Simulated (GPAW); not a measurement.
# Optical response of BaTiO3

Aim: the dielectric function of BaTiO3, and the optical constants that follow from it. The cell comes from an older database entry, whose edges can differ from later determinations, mostly by under a per cent.

Calculated with GPAW 26.7.0; DFT, PBE, plane-wave PAW (GPAW data sets), scalar-relativistic, RPA, optical limit.

Most raw output is cut from this account.

The database entry behind the starting cell differs from later determinations by our own check (c/a about 0.6 % short), so it need not match the best structure at ambient conditions.

### Step 1. Starting point

The structure is tetragonal, space group P4mm (No. 99). The conventional cell has a = 4.000 Å, b = 4.000 Å, c = 4.018 Å, α = 90.00°, β = 90.00°, γ = 90.00°. Ba has 12 O at 2.79 to 2.88 Å nearest. Nearest to Ti lie 6 O at 1.89 to 2.13 Å. Nearest to O lie 2 Ti at 2.00 Å and 4 Ba at 2.79 to 2.88 Å. Nearest to O lie 2 Ti at 1.89 to 2.13 Å and 4 Ba at 2.83 Å. Farther neighbours and most contacts between anions are not listed.

As a file:

```cif
data_structure
_symmetry_space_group_name_H-M 'P4mm'
_symmetry_Int_Tables_number 99
_cell_length_a 3.9998
_cell_length_b 3.9998
_cell_length_c 4.0180
_cell_angle_alpha 90.000
_cell_angle_beta 90.000
_cell_angle_gamma 90.000
_cell_volume 64.28
loop_
_atom_site_label
_atom_site_type_symbol
_atom_site_symmetry_multiplicity
_atom_site_Wyckoff_symbol
_atom_site_fract_x
_atom_site_fract_y
_atom_site_fract_z
_atom_site_occupancy
Ba1 Ba 1 a 0.00000 0.00000 0.00000 1
Ti1 Ti 1 b 0.50000 0.50000 0.49000 1
O1 O 2 c 0.00000 0.50000 0.51700 1
O2 O 1 b 0.50000 0.50000 0.01900 1
```

### Step 2. Ground state

The self-consistent density comes first; it also tells whether there is a gap, which decides the occupations and the need for a Drude term.

This step: DFT, PBE, plane-wave PAW (GPAW data sets), scalar-relativistic, ground state (GPAW 26.7.0).

File gs.py:

```python
from ase import Atoms
from ase.dft.bandgap import bandgap
from gpaw import GPAW, PW, FermiDirac

atoms = Atoms(['Ba', 'Ti', 'O', 'O', 'O'],
              cell=[[3.999800000000, 0.000000000000, 0.000000000000],
                    [0.000000000000, 3.999800000000, 0.000000000000],
                    [0.000000000000, 0.000000000000, 4.018000000000]],
              scaled_positions=[[0.000000000000, 0.000000000000, 0.000000000000],
                                [0.500000000000, 0.500000000000, 0.490000000000],
                                [0.000000000000, 0.500000000000, 0.517000000000],
                                [0.500000000000, 0.000000000000, 0.517000000000],
                                [0.500000000000, 0.500000000000, 0.019000000000]],
              pbc=[True, True, True])
atoms.calc = GPAW(mode=PW(550), xc='PBE', kpts={'size': (6, 6, 6), 'gamma': True},
                  occupations=FermiDirac(0.05), maxiter=150, txt='gs.txt')
print('energy (eV)', atoms.get_potential_energy())
print('Fermi level (eV)', atoms.calc.get_fermi_level())
print('valence electrons', atoms.calc.get_number_of_electrons())
print('gap (eV)', bandgap(atoms.calc, output=None)[0])
print('direct gap (eV)', bandgap(atoms.calc, direct=True, output=None)[0])
atoms.calc.write('gs.gpw')
```

The run is started by

```bash
$ OMP_NUM_THREADS=1 python gs.py
```

Elapsed: 48 s, on 1 thread of Arm Neoverse V1, shared host; peak memory 0.22 GiB.

Read-outs, printed or worked out from the files:

- energy: -38.90 eV
- Fermi energy: 8.604 eV
- gap on the k-mesh: 1.810 eV
- direct gap on the mesh: 2.083 eV
- electrons: 40

There is a gap, 1.81 eV on this mesh (points off the mesh can give less), so no carriers' term is needed.

### Step 3. Bands for the response

The response needs many more empty bands than the density does.

This step: DFT, PBE, plane-wave PAW (GPAW data sets), scalar-relativistic, bands at fixed density (GPAW 26.7.0).

File nscf.py:

```python
from ase.dft.bandgap import bandgap
from gpaw import GPAW, FermiDirac

calc = GPAW('gs.gpw').fixed_density(kpts={'size': (7, 7, 7), 'gamma': True}, nbands=62, convergence={'bands': 56},
                                    occupations=FermiDirac(0.001), txt='nscf.txt')
print('gap (eV)', bandgap(calc, output=None)[0])
print('direct gap (eV)', bandgap(calc, direct=True, output=None)[0])
print('top band over the Fermi level (eV)', min(calc.get_eigenvalues(kpt=k)[55] for k in range(len(calc.get_ibz_k_points()))) - calc.get_fermi_level())
calc.write('full.gpw', mode='all')
```

The run is started by

```bash
$ OMP_NUM_THREADS=1 python nscf.py
```

Elapsed: 1.9 min, on 1 thread; peak memory 0.29 GiB.

Numbers from this step:

```
gap on the k-mesh : 1.909 eV
```

### Step 4. Dielectric function, RPA

Local fields let the induced charge screen the field inside the cell, which as a rule lowers ε, most along directions where the density is uneven.

This step: DFT, PBE, plane-wave PAW (GPAW data sets), scalar-relativistic, RPA, optical limit (GPAW 26.7.0).

File df.py:

```python
from gpaw.response.df import DielectricFunction

df = DielectricFunction('full.gpw', frequencies={'type': 'nonlinear', 'domega0': 0.03, 'omega2': 8},
                        ecut=50,
                        eta=0.12,
                        nbands=56,
                        txt='df.txt')
for direction in ['x', 'z']:
    df.get_dielectric_function(xc='RPA', direction=direction, filename=f'df_{direction}.csv')
```

The run is started by

```bash
$ OMP_NUM_THREADS=1 python df.py
```

The job ended after 20 s (1 thread; peak memory 0.38 GiB).

Read-outs, printed or worked out from the files:

| Property | Result |
| --- | --- |
| electronic dielectric constant ε∞, mean over x, y and z (by symmetry where fewer were run) | 5.847 |

The Im ε has structure finer than the step of the table below, so its rows give means over 0.25 eV, whole bins alone (the curve runs from 0 to 14.0 eV). Peaks (eV: height): E ∥ x 4.156: 7.56, 7.210: 4.70, 8.704: 4.83; E ∥ z 4.156: 6.92, 7.267: 5.10, 7.966: 5.52, 8.641: 5.14.

Sum at mesh points, not converged in k; values under the direct gap are tails of Lorentzian lines. Table of Im ε by photon energy; means over each step:

| photon energy (eV) | E ∥ x | E ∥ z |
| --- | --- | --- |
| 0.25 | 0.0129 | 0.00952 |
| 0.50 | 0.0266 | 0.0195 |
| 0.75 | 0.0421 | 0.0305 |
| 1.00 | 0.0612 | 0.0432 |
| 1.25 | 0.0865 | 0.0588 |
| 1.50 | 0.125 | 0.0793 |
| 1.75 | 0.200 | 0.109 |
| 2.00 | 0.459 | 0.163 |
| 2.25 | 0.873 | 0.308 |
| 2.50 | 1.33 | 0.588 |
| 2.75 | 2.12 | 1.09 |
| 3.00 | 3.26 | 1.92 |
| 3.25 | 4.02 | 2.43 |
| 3.50 | 5.18 | 3.79 |
| 3.75 | 5.46 | 4.64 |
| 4.00 | 6.52 | 5.87 |
| 4.25 | 7.29 | 6.53 |
| 4.50 | 6.19 | 5.65 |
| 4.75 | 4.21 | 5.10 |
| 5.00 | 3.46 | 3.90 |
| 5.25 | 3.67 | 3.83 |
| 5.50 | 2.86 | 3.04 |
| 5.75 | 2.56 | 3.31 |
| 6.00 | 2.87 | 2.97 |
| 6.25 | 3.38 | 3.53 |
| 6.50 | 3.42 | 3.78 |
| 6.75 | 3.43 | 3.67 |
| 7.00 | 4.24 | 4.36 |
| 7.25 | 4.49 | 4.95 |
| 7.50 | 4.35 | 4.77 |
| 7.75 | 3.78 | 4.32 |
| 8.00 | 4.35 | 5.10 |
| 8.25 | 4.10 | 4.11 |
| 8.50 | 4.20 | 4.69 |
| 8.75 | 4.63 | 4.78 |
| 9.00 | 4.05 | 4.23 |
| 9.25 | 4.16 | 4.36 |
| 9.50 | 3.70 | 4.14 |
| 9.75 | 3.52 | 3.49 |
| 10.00 | 3.77 | 3.80 |
| 10.25 | 3.95 | 3.83 |
| 10.50 | 3.54 | 3.43 |
| 10.75 | 3.02 | 2.80 |
| 11.00 | 2.73 | 2.71 |
| 11.25 | 2.44 | 2.48 |
| 11.50 | 2.25 | 2.22 |
| 11.75 | 2.10 | 2.07 |
| 12.00 | 1.86 | 1.82 |
| 12.25 | 1.39 | 1.43 |
| 12.50 | 1.29 | 1.34 |
| 12.75 | 1.17 | 1.18 |
| 13.00 | 0.903 | 0.928 |
| 13.25 | 0.909 | 0.891 |
| 13.50 | 0.696 | 0.709 |
| 13.75 | 0.572 | 0.600 |

The reflectivity at normal incidence has structure finer than the step of the table below, so its rows give means over 0.5 eV, whole bins alone (the curve runs from 0 to 14.0 eV). Peaks (eV: height): E ∥ x 4.16: 31.0, 7.21: 22.7, 8.77: 25.3, 10.66: 28.7, 12.18: 27.0, 12.75: 21.2; E ∥ z 4.11: 29.7, 8.03: 27.3, 8.70: 26.7, 9.55: 26.9, 10.59: 29.9, 12.75: 21.8.

Sum at mesh points, not converged in k. Table of reflectivity at normal incidence by photon energy; means over each step:

| photon energy (eV) | E ∥ x (%) | E ∥ z (%) |
| --- | --- | --- |
| 0.5 | 17.7 | 16.6 |
| 1.0 | 18.2 | 17.0 |
| 1.5 | 19.3 | 17.7 |
| 2.0 | 21.2 | 19.1 |
| 2.5 | 23.3 | 21.2 |
| 3.0 | 25.6 | 23.5 |
| 3.5 | 27.1 | 26.0 |
| 4.0 | 28.9 | 28.1 |
| 4.5 | 28.0 | 26.0 |
| 5.0 | 18.7 | 20.8 |
| 5.5 | 15.6 | 17.2 |
| 6.0 | 16.3 | 17.1 |
| 6.5 | 17.7 | 19.4 |
| 7.0 | 20.9 | 21.6 |
| 7.5 | 21.2 | 22.9 |
| 8.0 | 21.1 | 23.6 |
| 8.5 | 21.9 | 23.6 |
| 9.0 | 23.5 | 24.5 |
| 9.5 | 23.0 | 25.7 |
| 10.0 | 23.0 | 24.1 |
| 10.5 | 27.4 | 28.2 |
| 11.0 | 26.1 | 25.6 |
| 11.5 | 24.3 | 24.9 |
| 12.0 | 25.6 | 25.3 |
| 12.5 | 19.5 | 20.0 |
| 13.0 | 13.9 | 14.7 |
| 13.5 | 7.33 | 7.38 |

Sum at mesh points, not converged in k; values under the direct gap are tails of Lorentzian lines. Im ε, E ∥ x against photon energy; read off at these points:

| photon energy (eV) | without local fields | with local fields |
| --- | --- | --- |
| 0.00 | 0 | 0 |
| 0.50 | 0.0279 | 0.0265 |
| 1.00 | 0.0642 | 0.0609 |
| 1.50 | 0.131 | 0.124 |
| 2.00 | 0.469 | 0.440 |
| 2.50 | 1.40 | 1.29 |
| 3.00 | 3.70 | 3.39 |
| 3.50 | 5.68 | 5.25 |
| 3.59 | 6.21 | 5.81 |
| 4.00 | 6.87 | 6.48 |
| 4.16 | 7.76 | 7.56 |
| 4.50 | 6.00 | 6.35 |
| 5.00 | 3.22 | 3.35 |
| 5.50 | 2.69 | 2.86 |
| 6.00 | 2.67 | 2.78 |
| 6.50 | 3.39 | 3.52 |
| 7.00 | 4.05 | 4.19 |
| 7.50 | 4.32 | 4.50 |
| 8.00 | 4.54 | 4.46 |
| 8.50 | 4.33 | 4.18 |
| 8.70 | 5.13 | 4.82 |
| 9.00 | 4.20 | 3.95 |
| 9.50 | 4.00 | 3.67 |
| 10.00 | 4.18 | 3.74 |
| 10.17 | 4.67 | 4.15 |
| 10.50 | 3.91 | 3.57 |
| 11.00 | 2.92 | 2.75 |
| 11.50 | 2.35 | 2.26 |
| 12.00 | 1.84 | 1.87 |
| 12.50 | 1.38 | 1.28 |
| 13.00 | 0.942 | 0.869 |
| 13.50 | 0.754 | 0.681 |

The loss function −Im 1/ε at q → 0 has structure finer than the step of the table below, so its rows give means over 0.5 eV, whole bins alone (the curve runs from 0 to 14.0 eV). Peaks (eV: height): E ∥ x 12.92: 1.15, 13.43: 1.12; E ∥ z 12.92: 1.10.

Sum at mesh points, not converged in k; values under the direct gap are tails of Lorentzian lines. Table of loss function −Im 1/ε at q → 0 by energy loss; means over each step:

| energy loss (eV) | E ∥ x | E ∥ z |
| --- | --- | --- |
| 0.5 | 7.4e-4 | 6.1e-4 |
| 1.0 | 0.00160 | 0.00130 |
| 1.5 | 0.00296 | 0.00220 |
| 2.0 | 0.00893 | 0.00406 |
| 2.5 | 0.0206 | 0.0112 |
| 3.0 | 0.0398 | 0.0278 |
| 3.5 | 0.0625 | 0.0459 |
| 4.0 | 0.0826 | 0.0723 |
| 4.5 | 0.152 | 0.123 |
| 5.0 | 0.191 | 0.162 |
| 5.5 | 0.193 | 0.160 |
| 6.0 | 0.138 | 0.136 |
| 6.5 | 0.145 | 0.134 |
| 7.0 | 0.138 | 0.128 |
| 7.5 | 0.179 | 0.163 |
| 8.0 | 0.181 | 0.177 |
| 8.5 | 0.191 | 0.183 |
| 9.0 | 0.221 | 0.218 |
| 9.5 | 0.257 | 0.246 |
| 10.0 | 0.253 | 0.261 |
| 10.5 | 0.283 | 0.296 |
| 11.0 | 0.363 | 0.367 |
| 11.5 | 0.441 | 0.442 |
| 12.0 | 0.526 | 0.536 |
| 12.5 | 0.765 | 0.739 |
| 13.0 | 1.00 | 1.01 |
| 13.5 | 0.988 | 0.986 |

From ε follow the optical constants at some laser and lamp lines:

| wavelength (nm) | n x | k x | R (%) x | 1/α x | n z | k z | R (%) z | 1/α z |
| --- | --- | --- | --- | --- | --- | --- | --- | --- |
| 1550 | 2.47 | 0.009 | 18.0 | 13 µm | 2.39 | 0.007 | 16.8 | 18 µm |
| 633 | 2.70 | 0.068 | 21.1 | 738 nm | 2.54 | 0.029 | 18.9 | 1.7 µm |
| 532 | 2.78 | 0.169 | 22.4 | 251 nm | 2.64 | 0.072 | 20.4 | 591 nm |
| 365 | 2.92 | 0.757 | 26.7 | 38 nm | 2.95 | 0.488 | 25.5 | 59 nm |
| 308 | 2.80 | 1.202 | 29.5 | 20 nm | 2.90 | 1.059 | 29.0 | 23 nm |
| 248 | 1.82 | 0.924 | 17.3 | 21 nm | 1.92 | 0.972 | 19.0 | 20 nm |
| 193 | 2.05 | 0.868 | 18.5 | 18 nm | 2.13 | 0.945 | 20.3 | 16 nm |

Below the direct gap, k and the depth come from the tails of the Lorentzian lines, not from transitions.

Rows near the edge hang on the gap, which this functional as a rule makes too small, and phonon-assisted absorption is left out.

### Step 5. Summary of results

| Item | Value |
| --- | --- |
| electronic dielectric constant ε∞, mean over x, y and z (by symmetry where fewer were run) (RPA) | 5.85 |

In words: At this level (PBE, RPA) BaTiO3 has a mean ε∞ = 5.85 and n = 2.47 at 1550 nm (E ∥ x). On the mesh the gap is 1.91 eV and the least direct gap 2.08 eV, so on this mesh the band edges lie at different points. Local fields change the static value along x from 6.21 to 5.97 (-4 %). The static values by axis are 5.97 (x), 5.61 (z). Excitons and phonon-assisted transitions are missing; PBE gaps are as a rule too small, which pulls the onset down and ε∞ up. Spin-orbit coupling is left out although heavy atoms are present. In this version of GPAW the matrix elements of the optical limit are incomplete, which can lower ε − 1 by up to a tenth where first-row anions or d states rule, and shift it by more in d metals. The sum runs over mesh points 0.22 Å⁻¹ apart with no interpolation, so peaks are partly noise of the mesh and static values carry its error.

[Machine, clock and banner lines and Python warnings are left out of the logs.]

[Logs are printed without paths, hosts, clocks, repeated set-up lines and the standing remarks that a program may print on its own settings, such as how far it seeks lower states.]

[Hosts, paths, dates, database ids (printed as entryN), source tags and the programs' standing remarks are cut or masked in the printed files.]
